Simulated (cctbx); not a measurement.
**Symmetry from intensities**

Cell: a = 8.0500 Å, b = 5.0790 Å, c = 8.5970 Å, α = 90.00°, β = 90.00°, γ = 90.00°. Expected content of the cell: Ir2 Co28 Na2.

Simulated single-crystal data (cctbx): Cu Kα, λ = 1.54184 Å, to d = 0.83 Å, 95 % of the full sphere, strongest reflection 20000 counts, noise from counting, a 4 % proportional error and a noise floor of 2 counts (s.d.); no absorption.

Tests on the unmerged data give:

```text
2436 reflections to d = 0.831 A
centring   violations  <I/sigma> of those
    A          0 of  1222     -0.0
    B        601 of  1216      6.2
    C        601 of  1212      6.1
    I        604 of  1205      6.2
    R        806 of  1621      6.9
    F        601 of  1825      4.1
Laue class    unique    Rint  (classes that these axes allow; Friedel mates merged)
A 1 2/m 1         359   0.061
A 1 1 2/m         343   0.061
A m m m           207   0.063
space group    extra absences  I>4sigma  <I/sigma>
A 2 2 2                 0          0         -  acentric
A 2 m m                 0          0         -  acentric
A m m 2                 0          0         -  acentric
A m 2 m                 0          0         -  acentric
A m m m                 0          0         -  centric
Wilson B = 0.99 A^2   <|E^2-1|> = 1.036 (0.968 centric, 0.736 acentric)   E^2>4: 5.3 %
shell (A)         n   <I/sigma>
 8.05 - 1.66     31     29.1
 1.66 - 1.32     27     24.7
 1.32 - 1.15     28     23.7
 1.15 - 1.05     23     23.5
 1.05 - 0.97     27     24.6
 0.97 - 0.91     25     19.9
 0.91 - 0.87     20     20.1
 0.87 - 0.83     26     17.8
```

**Question.** What are the lattice type, the Laue class and the likely space group?

The reflections that A centring forbids are absent (⟨I/σ⟩ near 0), so the lattice is A.

Rint stays low (0.061 to 0.063) up to A m m m, the highest class in these axes.

5 settings pass the absence test. No glide or screw absences show, which leaves A 2 2 2, A 2 m m, A m m 2, A m 2 m and A m m m.

⟨|E²−1|⟩ = 1.036 leans to a centrosymmetric structure. Here that hint misleads: the statistic assumes many like atoms on general positions, and few, heavy or special-position atoms break it. The Wilson B of 0.99 Å² means U ≈ 0.0125 Å².

The true group is Amm2 (no. 38), Laue class mmm, non-centrosymmetric. The tables only narrow the choice to the tied entries; cell content, site symmetry and trial solutions must settle it.

The model is made up (kin elements in a known structure type, no relaxation), so it says nothing on whether the phase exists.

[Logs are printed without paths, hosts, clocks, repeated set-up lines and the standing remarks that a program may print on its own settings, such as how far it seeks lower states.]
